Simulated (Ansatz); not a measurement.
# Sr2Rh (Fm-3m): Grüneisen parameters

Wanted: mode Grüneisen parameters of Sr2Rh (Fm-3m).

Program: Ansatz 0.2.0. Level of theory: DFT PBEsol, scalar-relativistic, plane waves, PAW; PAW set soft_1. Results are calculated unless marked as measured.

### 1. The starting structure

Symmetry: Fm-3m, No. 225, cubic system. The conventional cell has a = 7.194 Å, b = 7.194 Å, c = 7.194 Å, α = 90.00°, β = 90.00°, γ = 90.00°. Nearest to Sr lie 4 Rh at 3.12 Å. Nearest to Rh lie 8 Sr at 3.12 Å. Farther neighbours are not listed.

### 2. Response at finite wavevector

The cell comes from relaxations at this level that are not shown. Stability and thermal properties need the whole zone. Linear response on a 4×4×4 q mesh gives force constants as far as a supercell of that size would.

input.yaml reads:

```yaml
crystal:
  lattice:
    - [0.0, 3.5971824176, 3.5971824176]
    - [3.5971824176, 0.0, 3.5971824176]
    - [3.5971824176, 3.5971824176, 0.0]
  atoms:
    - { symbol: Sr, position: [0.75, 0.75, 0.75] }
    - { symbol: Sr, position: [0.25, 0.25, 0.25] }
    - { symbol: Rh, position: [0.0, 0.0, 0.0] }
kpoints:
  mp_grid: { grid: [12, 12, 12] }
hamiltonian:
  xc: pbesol
  pseudopotentials: { kind: paw, azcp: { folder: soft_1 }, xc_functional: pbe }
scf:
  occupations: { method: methfessel_paxton, width: 0.2 }
output:
  eigenvalues: true
phonons:
  method: dfpt
  qmesh: [4, 4, 4]
  temperatures: { t_max: 1000, t_step: 50 }
  qpath:
    path:
      - [[0.0, 0.0, 0.0], [0.5, 0.0, 0.5], [0.625, 0.25, 0.625]]
      - [[0.375, 0.375, 0.75], [0.0, 0.0, 0.0], [0.5, 0.5, 0.5], [0.5, 0.25, 0.75], [0.5, 0.0, 0.5]]
    npoints: 10
```

Started as:

```bash
> ansatz run input.yaml --threads 4 --pin off --max-ram 10240MiB --backend cpu --events-out ev --progress --plain --runs-dir out
```

Numbers of over 12 decimals in the logs are rounded to 6 here.

What it wrote:

```text
Engine: ansatz 0.2.0, aarch64-unknown-linux-gnu
Pseudopotentials: kind: paw
Pseudopotential: Sr, paw, valence charge 10, recommended cutoff 420 eV (normal), soft_1/Sr.paw.azcp
Pseudopotential: Rh, paw, valence charge 17, recommended cutoff 420 eV (normal), soft_1/Rh.paw.azcp
Functional definition: PBEsol
  exchange = pbesol_x
  correlation = pbesol_c
Crystal: 3 atoms, lattice volume = 93.093 Å³
Basis set: ecut = 420 eV, 1837 PW (Γ), exchange–correlation on 72×72×72 points (8 copies of the dense FFT grid, shifted against one another)
Bands: 23, of which v1, the nominal top of the filled ones, is band 19 counted from 1 (18 counted from 0)
Symmetry: 48 space group operations
k-points: 72 of 1728
Non-local potential: Sr, projectors of the file, l = 0: 3, l = 1: 2, l = 2: 2
Non-local potential: Rh, projectors of the file, l = 0: 3, l = 1: 2, l = 2: 2, l = 3: 1
PAW form: soft (Blöchl's): semilocal exchange-correlation on the pseudo side does not see the compensation charge
PAW frozen core: Sr, regenerated for the run's functional, and the local potential with it (the file was generated under x = pbe(κ = 0.804, μ = 0.219515), c = pbe(β = 0.066725))
PAW frozen core: Rh, regenerated for the run's functional, and the local potential with it (the file was generated under x = pbe(κ = 0.804, μ = 0.219515), c = pbe(β = 0.066725))
PAW one-centre angular grid: Sr, 110 points (default); XC on 64 Gauss nodes
PAW one-centre angular grid: Rh, 590 points (default); XC on 64 Gauss nodes
Initial density: superposition of atomic densities (chi_scale 0.1, normalization cell, long waves kept (reshape's long-wave potential 0.00 eV rms))
Initial wavefunctions: pseudopotential atomic-orbital guess
Functional: x = pbesol(κ = 0.804, μ = 0.123457), c = pbesol(β = 0.046)
SCF iter   1: F=—  HF=-13331.626604 eV  |F-HF|=—  |Δ(HF+E_count)|=         —  Δρ=2.33e-1  dr2=1.01e2  ethr=3.10e-3  ⟨swp⟩=8.7  Hψ=9915  notcnv=0
preconditioner: auto → Kerker (q_TF=auto, 2.339 Å⁻¹)  [metal: Δε(μ)=0.015 eV  Ē_g=2.434 eV  σ=0.200 eV  W_gap=0.06  n_scr=14 (ndim 8)  ℏωp=13.9 eV  f_vac=0.000  D(μ)=7.26/eV (n_scr^D=64)]
SCF iter   2: F=—  HF=-13324.552788 eV  |F-HF|=—  |Δ(HF+E_count)|=    7.07e0  S|Δr|=    0.00e0  Δρ=8.58e-2  dr2=1.30e1  ethr=3.10e-3  ⟨swp⟩=3.2  Hψ=4259  notcnv=0
SCF iter   3: F=—  HF=-13323.451742 eV  |F-HF|=—  |Δ(HF+E_count)|=    1.10e0  S|Δr|=    0.00e0  Δρ=1.24e-2  dr2=2.48e-1  ethr=3.10e-3  ⟨swp⟩=3.1  Hψ=3280  notcnv=0
SCF iter   4: F=—  HF=-13323.430798 eV  |F-HF|=—  |Δ(HF+E_count)|=   2.09e-2  S|Δr|=    0.00e0  Δρ=2.20e-3  dr2=6.68e-3  ethr=6.71e-4  ⟨swp⟩=1.7  Hψ=2086  notcnv=0
SCF iter   5: F=—  HF=-13323.430787 eV  |F-HF|=—  |Δ(HF+E_count)|=   1.08e-5  S|Δr|=    0.00e0  Δρ=1.02e-3  dr2=2.16e-3  ethr=1.81e-5  ⟨swp⟩=2.2  Hψ=2120  notcnv=0
SCF iter   6: F=—  HF=-13323.430550 eV  |F-HF|=—  |Δ(HF+E_count)|=   2.37e-4  S|Δr|=    0.00e0  Δρ=3.27e-4  dr2=3.37e-4  ethr=5.83e-6  ⟨swp⟩=1.4  Hψ=1693  notcnv=0
SCF iter   7: F=—  HF=-13323.430483 eV  |F-HF|=—  |Δ(HF+E_count)|=   6.69e-5  S|Δr|=    0.00e0  Δρ=1.24e-4  dr2=3.40e-5  ethr=9.10e-7  ⟨swp⟩=2.4  Hψ=2355  notcnv=0
SCF iter   8: F=—  HF=-13323.430481 eV  |F-HF|=—  |Δ(HF+E_count)|=   1.97e-6  S|Δr|=    0.00e0  Δρ=3.87e-5  dr2=3.53e-6  ethr=9.20e-8  ⟨swp⟩=1.2  Hψ=1669  notcnv=0
SCF iter   9: F=—  HF=-13323.430478 eV  |F-HF|=—  |Δ(HF+E_count)|=   2.57e-6  S|Δr|=    0.00e0  Δρ=9.10e-6  dr2=2.20e-7  ethr=9.53e-9  ⟨swp⟩=2.3  Hψ=2354  notcnv=0
SCF iter  10: F=—  HF=-13323.430478 eV  |F-HF|=—  |Δ(HF+E_count)|=   4.29e-8  S|Δr|=    0.00e0  Δρ=2.23e-6  dr2=1.01e-8  ethr=5.94e-10  ⟨swp⟩=2.3  Hψ=2383  notcnv=0
SCF iter  11: F=—  HF=-13323.430478 eV  |F-HF|=—  |Δ(HF+E_count)|=  6.15e-10  S|Δr|=    0.00e0  Δρ=5.53e-7  dr2=5.49e-10  ethr=2.74e-11  ⟨swp⟩=2.2  Hψ=2273  notcnv=0
SCF iter  12: F=—  HF=-13323.430478 eV  |F-HF|=—  |Δ(HF+E_count)|=    0.00e0  S|Δr|=    0.00e0  Δρ=9.80e-8  dr2=1.36e-11  ethr=1.48e-12  ⟨swp⟩=2.1  Hψ=2263  notcnv=0
SCF iter  13: F=-13323.430478 eV  HF=-13323.430478 eV  |F-HF|=5.46e-12  |Δ(HF+E_count)|=  1.82e-12  S|Δr|=    0.00e0  Δρ=1.78e-8  dr2=3.71e-13  ethr=1.00e-12  ⟨swp⟩=7.6  Hψ=8782  notcnv=0
SCF 1 converged in 13 iterations: F = -13323.430478 eV  dr2 = 3.71e-13
  greatest PAW one-centre occupation: 0.999 electrons in one spin orbital (limit 2), on the Rh atom at site 2 (counted from 0), in its partial waves of l = 0
phonons: the bands overlap, so this run is a metal and interpolates without the dipole-dipole term. If the crystal is really an insulator or semiconductor, its LO-TO splitting is missing
NSCF: frozen V_eff on 72 k-points
NSCF: frozen V_eff on 163 k-points
DFPT response loops at q = (0, 0, 0) (fractional): preconditioner auto → Kerker (q_TF=auto, 2.339 Å⁻¹) (partly filled bands, converged f_vac=0.000); β = 1.00, the filter's whole step (`scf.mixing.beta` (0.50) is not read by the response loops under this deck's `scf.mixing.preconditioner`; to damp them name `kerker` or `kerker_dos`, under which they read `scf.mixing.beta`, and type it under 1.00, their step now; both keys bind the ground state too); Broyden in place of MSR1
NSCF: frozen V_eff on 1872 k-points
DFPT response loops at q = (0, 0, 0.25) (fractional): mixed as the last ones told, above
NSCF: frozen V_eff on 952 k-points
DFPT response loops at q = (0, 0, -0.5) (fractional): mixed as the last ones told, above
NSCF: frozen V_eff on 1020 k-points
DFPT response loops at q = (0, 0.25, 0.25) (fractional): mixed as the last ones told, above
NSCF: frozen V_eff on 3456 k-points
DFPT response loops at q = (0, 0.25, -0.5) (fractional): mixed as the last ones told, above
NSCF: frozen V_eff on 1872 k-points
DFPT response loops at q = (0, 0.25, -0.25) (fractional): mixed as the last ones told, above
NSCF: frozen V_eff on 560 k-points
DFPT response loops at q = (0, -0.5, -0.5) (fractional): mixed as the last ones told, above
NSCF: frozen V_eff on 1020 k-points
DFPT response loops at q = (0.25, -0.5, -0.25) (fractional): mixed as the last ones told, above
SCF converged after 13 iterations
Stability not checked: this state was not tested for a lower state beside it, because cold or Methfessel-Paxton smearing, or corrected tetrahedra, fill the levels in a way that the test cannot read (fill_not_monotonic; see scf.lower_state_search)
Free energy (F): -13323.430478 eV
Harris-Foulkes:  -13323.430478 eV  (|F-HF|=5.46e-12)
Internal energy: -13323.420563 eV  (E = F + TS)
E sigma→0 (E₀):  -13323.427999 eV
Entropy (-TS):   -0.009915 eV (-3.305 meV/atom)
Fermi energy:    8.906573 eV
--- Per-component energies (eV) ---
  E_band       = -458.037663
  E_kinetic    = 1007.126056
  E_local      = -4158.384822  (includes V_loc(G=0)·N_el)
  E_nonlocal   = 774.243105
  E_hartree    = 1430.632451
  E_xc         = -546.982770
  E_vxc        = -561.943657  (∫ρ·V_xc dr)
  E_paw        = -8823.059069  (= ΣΔE_a)
  E_vpaw       = -380.343347  (= ΣTr[D̂ρ^β])
  E_aug_tail   = 0.000078  (compensation charges beyond the density's cutoff)
  E_ewald      = -3007.540490
  E_core_change = 0.544896  (= ΣΔE_core)
  E_smearing   = -0.009915  (= −TS)
  E_closure    = 0.000000  (closes the sum)
  Σ components = -13323.430478   (vs F -13323.430478, Δ=0.00e0)
--- Band table (eV; the first three rows and the last of 72) ---
  k-point 0: bands = [... 15 lower, 7.8232, 7.8232, 7.8232, 9.5427, 9.5427, 9.5427, 11.6742, 11.6742]
  k-point 1: bands = [... 15 lower, 7.7918, 7.8126, 7.8126, 9.4789, 9.6078, 9.6078, 11.6864, 11.6864]
  k-point 2: bands = [... 15 lower, 7.7167, 7.7848, 7.7848, 9.3065, 9.7937, 9.7937, 11.7299, 11.7299]
  k-point 71: bands = [... 15 lower, 7.5944, 7.6850, 7.9123, 9.5416, 9.5416, 10.2907, 11.8927, 11.9224]
--- Phonons (Γ-DFPT): 2 representative perturbations + reference (Σ response iterations 6) ---
  ASR residual: 2.748e-5 → 0.000e0 eV/Å²; symmetrization residual: 1.339e-5 eV/Å²
  ASR residual per site (eV/Å²): 2.75e-5 2.75e-5 2.42e-5
  Γ frequencies (cm⁻¹): 0.00 0.00 0.00 102.04 102.04 102.04 125.95 125.95 125.95
--- Phonons (arbitrary-q DFPT): 8 irreducible q on the 4×4×4 mesh ---
  q = [0.0000, 0.0000, 0.0000] (star 1, of the zone-centre solve; hermiticity 8.43e-6, symmetrization 7.51e-13): -0.00 -0.00 0.00 102.04 102.04 102.04 125.95 125.95 125.95
  q = [0.0000, 0.0000, 0.2500] (star 8, 2 solved perturbations on 936 of 1728 k-point pairs; hermiticity 6.10e-6, symmetrization 4.30e-13): 42.29 42.29 55.07 100.18 100.18 103.13 118.33 118.33 118.48
  q = [0.0000, 0.0000, -0.5000] (star 4, 2 solved perturbations on 476 of 1728 k-point pairs; hermiticity 4.12e-6, symmetrization 5.84e-13): 61.65 61.65 88.25 102.34 103.86 103.86 104.13 104.13 108.33
  q = [0.0000, 0.2500, 0.2500] (star 6, 4 solved perturbations in 1608 linear systems a pass and spin channel, the states on 510 of 1728 k-point pairs; hermiticity 5.36e-6, symmetrization 2.69e-13): 24.00 24.00 77.16 88.06 92.18 92.18 121.53 127.87 127.87
  q = [0.0000, 0.2500, -0.5000] (star 24, 4 solved perturbations in 5328 linear systems a pass and spin channel, the states on 1728 of 1728 k-point pairs; hermiticity 2.92e-6, symmetrization 5.05e-13): 46.90 54.64 56.68 82.38 85.35 95.02 120.27 123.48 139.51
  q = [0.0000, 0.2500, -0.2500] (star 12, 4 solved perturbations in 2892 linear systems a pass and spin channel, the states on 936 of 1728 k-point pairs; hermiticity 5.82e-6, symmetrization 3.03e-13): 24.48 64.85 84.13 88.32 92.70 94.11 109.38 111.04 138.92
  q = [0.0000, -0.5000, -0.5000] (star 3, 4 solved perturbations in 886 linear systems a pass and spin channel, the states on 280 of 1728 k-point pairs; hermiticity 2.74e-6, symmetrization 8.66e-13): -29.16 43.76 43.76 77.16 77.16 99.95 130.18 130.18 146.26
  q = [0.2500, -0.5000, -0.2500] (star 6, 4 solved perturbations in 1544 linear systems a pass and spin channel, the states on 510 of 1728 k-point pairs; hermiticity 4.37e-6, symmetrization 1.18e-12): 25.58 25.96 74.60 89.06 89.06 97.61 97.61 129.48 149.87
  sum rule: each row above includes the acoustic sum rule's correction from the zone centre's row sums; it moved no ω² by more than (0.29 cm⁻¹)²
  mesh force constants: q→R imaginary residual 7.70e-18; ASR residual 2.748e-5 → 0.000e0 eV/Å²; symmetrization residual 1.332e-15 eV/Å²
  interpolated dispersion: 62 rows × 9 modes
  density of states and harmonic sums: on the 16×16×16 q-mesh, interpolated from the force constants of a 4×4×4 supercell (no non-analytic term)
  largest difference from the sums on the solved wave vectors: F 2.00e-2 eV, S 2.38e-5 and C_V 3.92e-6 eV/K
  zero-point energy: 0.049370 eV/cell   skipped modes (ω ≤ 0): 14, of them read as no rigid motion or as one in doubt: 11 (4.907e-2 modes/cell left out, lowest -29.16 cm⁻¹)   left out of the sums: 5.53e-3 of the cell's modes: C_V's classical limit lies that fraction below 3 k_B per atom; for a crystal, a wire or a layer, F and S can be off by more, and a phonons.interpolated_qmesh denser along its periods is the remedy for the sampling
```

Elapsed: 12 min, on 4 threads of Arm Neoverse V2, shared host; peak memory 6 GiB.

Reading the cycles: dr2 is the Hartree energy of the density residual (eV), the measure of convergence; HF is the Harris–Foulkes estimate of the energy, which meets the free energy F at convergence.

This step gave:

| Property | Result |
| --- | --- |
| volume per atom | 31.03 Å³ |
| gap on the k-mesh | 0 eV |
| sum-rule residual before enforcement | 2.75e-5 eV/Å² |
| lowest frequency on the path | -29.16 cm⁻¹ |
| point group | m-3m |
| highest frequency on the path or at a solved wavevector | 149.9 cm⁻¹ |
| highest optical mode at the zone centre (no LO-TO term) | 126.0 cm⁻¹ |
| lowest optical zone-centre mode | 102.0 cm⁻¹ |
| lowest mode on the q mesh (acoustic modes at Γ apart) | -29.16 cm⁻¹ |

Frequencies (cm⁻¹) solved at each irreducible wavevector; negative means imaginary. Frequencies by wavevector, by row:

```csv
q in reciprocal lattice units,star,mode 1,mode 2,mode 3,mode 4,mode 5,mode 6,mode 7,mode 8,mode 9
0 0 0,1,0,0,0,102,102,102,126,126,126
0 0 0.25,8,42.3,42.3,55.1,100.2,100.2,103.1,118.3,118.3,118.5
0 0 -0.5,4,61.6,61.6,88.2,102.3,103.9,103.9,104.1,104.1,108.3
0 0.25 0.25,6,24,24,77.2,88.1,92.2,92.2,121.5,127.9,127.9
0 0.25 -0.5,24,46.9,54.6,56.7,82.4,85.3,95,120.3,123.5,139.5
0 0.25 -0.25,12,24.5,64.8,84.1,88.3,92.7,94.1,109.4,111,138.9
0 -0.5 -0.5,3,-29.2,43.8,43.8,77.2,77.2,100,130.2,130.2,146.3
0.25 -0.5 -0.25,6,25.6,26,74.6,89.1,89.1,97.6,97.6,129.5,149.9
```

Symmetry leaves 8 wavevectors to solve. The lowest mode among them, the acoustic zeros apart, lies at q = (0, -0.5, -0.5) and is imaginary, 29.2i cm⁻¹, so the energy falls along it.

### 3. Relaxing at another volume, volume ratio 0.97

The volume is scaled by 0.97 and held; symmetry leaves nothing to relax, so this is a single point. The modes can then be followed against volume.

input.yaml, the sections that differ from step 2:

```yaml
crystal:
  lattice:
    - [0.0, 3.5608447573, 3.5608447573]
    - [3.5608447573, 0.0, 3.5608447573]
    - [3.5608447573, 3.5608447573, 0.0]
  atoms:
    - { symbol: Sr, position: [0.75, 0.75, 0.75] }
    - { symbol: Sr, position: [0.25, 0.25, 0.25] }
    - { symbol: Rh, position: [0.0, 0.0, 0.0] }
output:
  forces: true
  stress: true
  eigenvalues: true
# kpoints, hamiltonian, scf: as in step 2
# phonons: removed
```

What it wrote:

```text
[...]
Crystal: 3 atoms, lattice volume = 90.300 Å³
Basis set: ecut = 420 eV, 1807 PW (Γ), exchange–correlation on 72×72×72 points (8 copies of the dense FFT grid, shifted against one another)
Bands: 23, of which v1, the nominal top of the filled ones, is band 19 counted from 1 (18 counted from 0)
Symmetry: 48 space group operations
[...]
k-points: 72 of 1728
[...]
P = ⅓ Tr σ = 1.1204 GPa (11.204 kbar)
--- Band table (eV; the first three rows and the last of 72) ---
  k-point 0: bands = [... 15 lower, 8.1390, 8.1390, 8.1390, 9.8586, 9.8586, 9.8586, 12.0688, 12.0688]
  k-point 1: bands = [... 15 lower, 8.1042, 8.1270, 8.1270, 9.7999, 9.9271, 9.9271, 12.0814, 12.0814]
  k-point 2: bands = [... 15 lower, 8.0216, 8.0958, 8.0958, 9.6392, 10.1223, 10.1223, 12.1265, 12.1265]
  k-point 71: bands = [... 15 lower, 7.8968, 7.9785, 8.2675, 9.9432, 9.9432, 10.6675, 12.3113, 12.3113]
[key lines of the parts left out:]
SCF converged after 10 iterations
Free energy (F): -13323.420938 eV
Fermi energy:    9.267015 eV
```

Elapsed: 2.3 s, on 4 threads; peak memory 0.44 GiB; 8.4 s of CPU time.

Numbers from this step:

| Quantity | Value |
| --- | --- |
| pressure | 1.120 GPa |
| volume per atom | 30.10 Å³ |

The run ends at a pressure of 1.12 GPa.

### 4. Phonons at the other volume, volume ratio 0.97

The phonons are repeated at this volume on the same k and q meshes.

input.yaml, as its differences from that of step 3:

```diff
@@ -17,4 +17,11 @@
 output:
-  forces: true
-  stress: true
   eigenvalues: true
+phonons:
+  method: dfpt
+  qmesh: [4, 4, 4]
+  temperatures: { t_max: 1000, t_step: 50 }
+  qpath:
+    path:
+      - [[0.0, 0.0, 0.0], [0.5, 0.0, 0.5], [0.625, 0.25, 0.625]]
+      - [[0.375, 0.375, 0.75], [0.0, 0.0, 0.0], [0.5, 0.5, 0.5], [0.5, 0.25, 0.75], [0.5, 0.0, 0.5]]
+    npoints: 10
```

What it wrote:

```text
[...]
Crystal: 3 atoms, lattice volume = 90.300 Å³
Basis set: ecut = 420 eV, 1807 PW (Γ), exchange–correlation on 72×72×72 points (8 copies of the dense FFT grid, shifted against one another)
Bands: 23, of which v1, the nominal top of the filled ones, is band 19 counted from 1 (18 counted from 0)
Symmetry: 48 space group operations
k-points: 72 of 1728
[...]
SCF iter   1: F=—  HF=-13331.378696 eV  |F-HF|=—  |Δ(HF+E_count)|=         —  Δρ=2.31e-1  dr2=9.47e1  ethr=3.10e-3  ⟨swp⟩=8.7  Hψ=9899  notcnv=0
[...]
SCF iter  12: F=-13323.420938 eV  HF=-13323.420938 eV  |F-HF|=3.64e-12  |Δ(HF+E_count)|=  1.27e-11  S|Δr|=    0.00e0  Δρ=8.41e-8  dr2=9.18e-12  ethr=1.00e-12  ⟨swp⟩=6.6  Hψ=10373  notcnv=0
SCF 1 converged in 12 iterations: F = -13323.420938 eV  dr2 = 9.18e-12
[...]
NSCF: frozen V_eff on 72 k-points
[...]
SCF converged after 12 iterations
[...]
Free energy (F): -13323.420938 eV
[...]
Internal energy: -13323.410633 eV  (E = F + TS)
E sigma→0 (E₀):  -13323.418362 eV
Entropy (-TS):   -0.010305 eV (-3.435 meV/atom)
Fermi energy:    9.267027 eV
[...]
--- Band table (eV; the first three rows and the last of 72) ---
  k-point 0: bands = [... 15 lower, 8.1390, 8.1390, 8.1390, 9.8586, 9.8586, 9.8586, 12.0688, 12.0688]
  k-point 1: bands = [... 15 lower, 8.1043, 8.1270, 8.1270, 9.7999, 9.9271, 9.9271, 12.0814, 12.0814]
  k-point 2: bands = [... 15 lower, 8.0216, 8.0959, 8.0959, 9.6392, 10.1223, 10.1223, 12.1266, 12.1266]
  k-point 71: bands = [... 15 lower, 7.8968, 7.9785, 8.2675, 9.9433, 9.9433, 10.6675, 12.3113, 12.3113]
[...]
ASR residual: 1.005e-4 → 0.000e0 eV/Å²; symmetrization residual: 6.720e-6 eV/Å²
  ASR residual per site (eV/Å²): 6.04e-7 6.04e-7 1.01e-4
  Γ frequencies (cm⁻¹): 0.00 0.00 0.00 107.41 107.41 107.41 128.51 128.51 128.51
--- Phonons (arbitrary-q DFPT): 8 irreducible q on the 4×4×4 mesh ---
[...]
interpolated dispersion: 62 rows × 9 modes
[...]
```

The job ended after 12 min (4 threads; peak memory 5.9 GiB; 48 min of CPU time).

This step gave:

```
sum-rule residual before enforcement                    : 1.01e-4 eV/Å²
lowest frequency on the path                            : -27.09 cm⁻¹
highest frequency on the path or at a solved wavevector : 154.6 cm⁻¹
highest optical mode at the zone centre (no LO-TO term) : 128.5 cm⁻¹
lowest optical zone-centre mode                         : 107.4 cm⁻¹
lowest mode on the q mesh (acoustic modes at Γ apart)   : -27.09 cm⁻¹
```

Frequencies (cm⁻¹) solved at each irreducible wavevector; negative means imaginary. Frequencies by wavevector, by row:

```csv
q in reciprocal lattice units,star,mode 1,mode 2,mode 3,mode 4,mode 5,mode 6,mode 7,mode 8,mode 9
0 0 0,1,0,0,0,107.4,107.4,107.4,128.5,128.5,128.5
0 0 0.25,8,42.6,42.6,58.2,105.5,105.5,106.5,121.5,121.5,122.8
0 0 -0.5,4,61.7,61.7,94.2,103.3,107.4,107.4,109.7,109.7,113.1
0 0.25 0.25,6,25.6,25.6,79.3,90.5,96.6,96.6,126.6,131.8,131.8
0 0.25 -0.5,24,49.6,56.4,59.7,85.8,89,97.2,125,128.5,144.4
0 0.25 -0.25,12,27.5,65.6,87.3,89.6,97.2,98.8,112.5,116.8,143.9
0 -0.5 -0.5,3,-27.1,47.7,47.7,79.5,79.5,102.2,135.4,135.4,150.9
0.25 -0.5 -0.25,6,29.9,31.3,76.2,90.1,90.1,103.1,103.1,134.8,154.6
```

The highest optical mode at the zone centre (no LO-TO term) is 128.5 cm⁻¹, +2.6 cm⁻¹ against the base run.

[end of part 1 of 2]

[Logs are printed without paths, hosts, clocks, repeated set-up lines and the standing remarks that a program may print on its own settings, such as how far it seeks lower states.]

[Hosts, paths, dates, database ids (printed as entryN), source tags and the programs' standing remarks are cut or masked in the printed files.]
